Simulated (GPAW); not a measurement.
# zinc-blende (ZnS)₁₋ₓ(ZnSe)ₓ at x = 0.25: the Zn K absorption edge, part 3 of 3

Aim: the Zn K edge in zinc-blende (ZnS)₁₋ₓ(ZnSe)ₓ at x = 0.25, one member of a composition series.

GPAW 26.7.0; X-ray absorption from dipole matrix elements to empty bands, plane-wave PAW PBE.

So far. Step 5 (Spectrum with XCH, Zn atom 5): Main maxima below 27 eV (height): 4.8 eV (2.02), 8.8 eV (1.01) and 12.4 eV (1.05). A K edge sees empty p states on the absorber. Step 5 (Spectrum with XCH, Zn atom 5): The total-energy difference is 9692.74 eV. One term is added: -30.96 eV, since the hole is spin-paired here and a spin-polarised one costs that much less in the free atom (computed apart). The photon energy is then 9661.78 eV. The tabulated edge of the element is 9659 eV.

## Step 7: Spectrum with XCH, S atom 4

The holes are 7.7 Å apart. The excited electron is kept in the cell, where it fills the lowest empty states and screens the hole. After the field has converged, empty bands are computed with the density fixed and the dipole matrix elements are summed.

The absorber has 1 Zn at 2.33 Å, 2 Zn at 2.35 Å and 1 Zn at 2.37 Å (tetrahedral).

File xas.py:

```python
import numpy as np
from ase import Atoms
from ase.parallel import parprint, paropen
from gpaw import GPAW, PW, FermiDirac, Mixer, MixerDif, setup_paths
from gpaw.test import gen
setup_paths.insert(0, '.')
gen('S', name='fch1s', xcname='PBE', corehole=(1, 0, 1), write_xml=True)
from gpaw.mpi import world
world.barrier()

atoms = Atoms('ZnSZnSZnSeZnSZnSeZnSZnSZnS',
    cell=[[0, 5.4745, 5.4745],
     [5.4745, 0, 5.4745],
     [5.4745, 5.4745, 0]],
    scaled_positions=[[0.0090287, 0.007592, 0.9920933],
     [0.125705, 0.1260986, 0.1250734],
     [0.9999315, 0.9989643, 0.4995255],
     [0.1249997, 0.1249165, 0.6234013],
     [0.9954491, 0.4978003, 0.9960404],
     [0.1251091, 0.6248483, 0.1249707],
     [0.9968894, 0.4962875, 0.5101612],
     [0.1251145, 0.6247893, 0.6247512],
     [0.4973513, 0.9974169, 0.9955279],
     [0.6256696, 0.1254925, 0.1237557],
     [0.4962902, 0.9980074, 0.5090939],
     [0.6255984, 0.1255297, 0.6240757],
     [0.5078721, 0.5082052, 0.9912739],
     [0.6243695, 0.6257923, 0.1258464],
     [0.499326, 0.4996741, 0.5006168],
     [0.6253488, 0.6261847, 0.6226102]],
    pbc=True)
atoms.calc = calc = GPAW(legacy_gpaw=True, mode=PW(400, force_complex_dtype=True), xc='PBE', setups={3: 'fch1s'},
    kpts={'size': (3, 3, 3), 'gamma': True}, occupations=FermiDirac(0.04),
    charge=-1, mixer=Mixer(0.1, 5, 50), maxiter=150,
    convergence={'density': 0.0001, 'eigenstates': 1e-6}, txt='scf.txt')
energy = atoms.get_potential_energy() + calc.get_reference_energy()
ef = calc.get_fermi_level()
out = dict(energy=energy, fermi=ef, forces=atoms.get_forces().tolist())
parprint(f'all-electron energy {energy:.4f} eV, Fermi level {ef:.4f} eV')
ev = np.array([[calc.get_eigenvalues(k, s) for k in range(len(calc.get_ibz_k_points()))] for s in range(calc.get_number_of_spins())])
out['homo'], out['lumo'], out['counts'] = ev[ev < ef].max(), ev[ev > ef].min(), sorted(set((ev < ef).sum((0, 2)).tolist()))
out['filled'] = (ev[:, 0] < ef).sum(1).tolist()

from ase.units import Ha
from gpaw.xas import dipole_matrix_elements
nb = int(calc.get_number_of_electrons() / 2) + 168
top, nb = nb, nb + 8 + nb // 12
nscf = calc.fixed_density(kpts={'size': (4, 4, 4), 'gamma': True}, nbands=nb,
    convergence={'bands': top, 'eigenstates': 5e-3}, maxiter=60, txt='nscf.txt')
cell = atoms.cell.array
ops = [cell.T @ U.T @ np.linalg.inv(cell.T) for U in nscf.wfs.kd.symmetry.op_scc]
filled = [72]  # bands filled in the ground state, by spin
E = np.arange(-6, 30, 0.1)
fwhm = np.interp(E, [4, 25], [0.9, 3.5])
Y, X, zero, highest = 0, 0, 1e9, 1e9
for spin in range(nscf.get_number_of_spins()):
    wfs = nscf.wfs
    mine = wfs.bd.get_slice()  # this rank's bands
    A = dipole_matrix_elements(wfs.setups[3])
    eps = np.zeros((wfs.kd.nibzkpts, nb))
    d = np.zeros((3, A.shape[1], wfs.kd.nibzkpts, nb), complex)
    for kpt in wfs.kpt_u:
        if kpt.s == spin and 3 in kpt.P_ani:
            eps[kpt.k, mine] = kpt.eps_n * Ha
            d[:, :, kpt.k, mine] = (kpt.weight * wfs.nspins / 2) ** 0.5 * np.inner(A, kpt.P_ani[3])
    world.sum(eps)
    world.sum(d)
    T = np.einsum('amkn,bmkn->abkn', d, d.conj()).real
    T = sum(np.einsum('ai,ijkn,bj->abkn', R, T, R) for R in ops) / len(ops)
    empty = np.ones_like(eps, bool) & (np.arange(nb) >= filled[spin])
    zero, highest = min(zero, eps[empty].min()), min(highest, eps[:, top - 1].min())
    lines = [(eps, T, empty)] if spin == 0 else lines + [(eps, T, empty)]
for eps, T, empty in lines:
    f = np.einsum('aakn->akn', T).reshape(3, -1)
    x = eps.ravel() - zero
    w = np.interp(x, E, fwhm) / 2.35482
    g = np.exp(-0.5 * ((E[:, None] - x) / w) ** 2) / (w * (2 * np.pi) ** 0.5)
    Y = Y + (f * empty.ravel()) @ g.T
    X = X + (f * ~empty.ravel()) @ g.T
out.update(E=E.round(2).tolist(), xas=Y.tolist(), xes=X.tolist(), zero=zero, valid=highest - zero, nk=len(eps), nb=nb)
for i in range(0, len(E), 10):
    parprint(f'{E[i]:7.2f}', *(f'{v:10.3e}' for v in Y[:, i]))
import json
with paropen('out.json', 'w') as f:
    json.dump(out, f)
```

Run with:

```bash
$ OMP_NUM_THREADS=1 mpirun -n 4 gpaw python xas.py
```

Numbers of over 12 decimals in the logs are rounded to 6 here.

The log of the run:

```text
Input parameters:
  charge: -1
  convergence: {density: 0.0001,
                eigenstates: 1e-06}
  kpts: {gamma: True,
         size: (3, 3, 3)}
  maxiter: 150
  mixer: {backend: pulay,
          beta: 0.1,
          method: separate,
          nmaxold: 5,
          weight: 50}
  mode: {ecut: 400.0,
         force_complex_dtype: True,
         name: pw}
  occupations: {fixmagmom: False,
[...]
*p    :     0.281008
*d    :     0.000000
--------------------------------

Diagonalizing with gridspacing h=0.050

state   all-electron     PAW
-------------------------------
3s:      -1.143740    -1.144551
3p:      -0.718992    -0.719674
*d:                   -0.150764
*f:                   -0.016520
-------------------------------
all-electron energy -585812.0767 eV, Fermi level 6.7201 eV
[...]
28.00  2.913e-06  2.912e-06  2.858e-06
  29.00  2.619e-06  2.618e-06  2.549e-06
[key lines of the parts left out:]
Converged after 14 iterations.
Dipole moment: (-22.854573, -22.832696, -25.616163) |e|*Ang
Free energy:    -62.833861
Fermi level: 6.72012
```

It took 3.3 min on 4 MPI ranks of AMD EPYC 9B14 (Zen 4), shared host; peak memory 0.76 GiB.

The S K spectrum, S atom 4, excited-electron core hole (neutral cell) (energy from the bottom of the conduction band, which holds the excited electron; intensity scaled to a mean of 1 over the first 20 eV):

```
E (eV)  isotropic  ε ∥ x  ε ∥ z
  -2.0       0.00   0.00   0.00
  -1.4       0.00   0.00   0.00
  -0.8       0.00   0.00   0.00
  -0.2       0.00   0.00   0.00
   0.4       0.08   0.08   0.08
   1.0       0.38   0.39   0.37
   1.6       1.08   1.11   1.02
   2.2       1.71   1.75   1.61
   2.8       1.94   1.99   1.85
   3.4       1.56   1.60   1.50
   4.0       1.71   1.73   1.68
   4.6       1.29   1.30   1.27
   5.2       1.13   1.13   1.12
   5.8       1.49   1.53   1.42
   6.4       1.67   1.68   1.64
   7.0       1.46   1.39   1.58
   7.6       1.11   1.08   1.17
   8.2       0.95   0.94   0.98
   8.8       0.93   0.92   0.96
   9.4       0.82   0.81   0.84
  10.0       0.60   0.60   0.62
  10.6       0.49   0.49   0.49
  11.2       0.51   0.52   0.50
  11.8       0.61   0.62   0.59
  12.4       0.74   0.76   0.71
  13.0       0.89   0.91   0.85
  13.6       1.03   1.05   0.99
  14.2       1.10   1.12   1.07
  14.8       1.11   1.12   1.08
  15.4       1.06   1.07   1.04
  16.0       0.99   1.00   0.97
  16.6       0.91   0.92   0.89
  17.2       0.84   0.85   0.83
  17.8       0.78   0.78   0.78
  18.4       0.73   0.72   0.75
  19.0       0.71   0.69   0.74
  19.6       0.70   0.68   0.75
  20.2       0.72   0.69   0.77
  20.8       0.75   0.73   0.79
  21.4       0.78   0.76   0.81
  22.0       0.79   0.78   0.82
  22.6       0.80   0.79   0.81
  23.2       0.78   0.78   0.79
  23.8       0.78   0.77   0.78
  24.4       0.79   0.79   0.80
  25.0       0.84   0.84   0.85
  25.6       0.93   0.92   0.93
  26.2       1.02   1.02   1.02
  26.8       1.11   1.11   1.10
  27.4       1.16   1.16   1.15
```

Main maxima below 24 eV (height): 2.8 eV (1.94), 4.1 eV (1.72), 6.4 eV (1.67) and 14.5 eV (1.11). 

The total-energy difference is 2484.49 eV. One term is added: -16.94 eV, since the hole is spin-paired here and a spin-polarised one costs that much less in the free atom (computed apart). The photon energy is then 2467.55 eV. The functional leaves an error of a few eV in such absolute values.

## Step 8: Outcome

```
absorber and edge                               : Zn K, atom 5 of the ground-state input (counted from 1)
surroundings                                    : 3 S at 2.35 Å and 1 Se at 2.44 Å (distorted tetrahedral)
highest intensity below 24 eV                   : 4.8 eV above the zero, height 2.02
photon energy of the zero, with the added terms : 9661.8 eV (raw 9692.7 eV; uncertain by a few eV)
```

The Zn K edge of atom 5, with 3 S at 2.35 Å and 1 Se at 2.44 Å (distorted tetrahedral), has its highest intensity of the first 24 eV at 4.8 eV above the zero, near 9667 eV in photon energy (uncertain by a few eV), 2.0 times the mean level of the first 20 eV (Gaussian full width 1.67 eV up to 4 eV, rising linearly to 3.5 eV at 25 eV). The script folds with a Gaussian, whereas the core hole's own line is a Lorentzian, so the onset is too steep and the first peak too high.

[Banner, clock and machine lines of the logs are left out without a mark of their own.]

[Logs are printed without paths, hosts, clocks, repeated set-up lines and the standing remarks that a program may print on its own settings, such as how far it seeks lower states.]

[Hosts, paths, dates, database ids (printed as entryN), source tags and the programs' standing remarks are cut or masked in the printed files.]

[Lists of maxima count a maximum above −3 eV only where it reaches 4 % of the highest in the window and stands out from its surroundings by 2 % of it (1.5 % where it reaches 55 %); shoulders and weaker maxima are passed over, and of the rest the first, up to two pre-edge ones and the few strongest are named.]
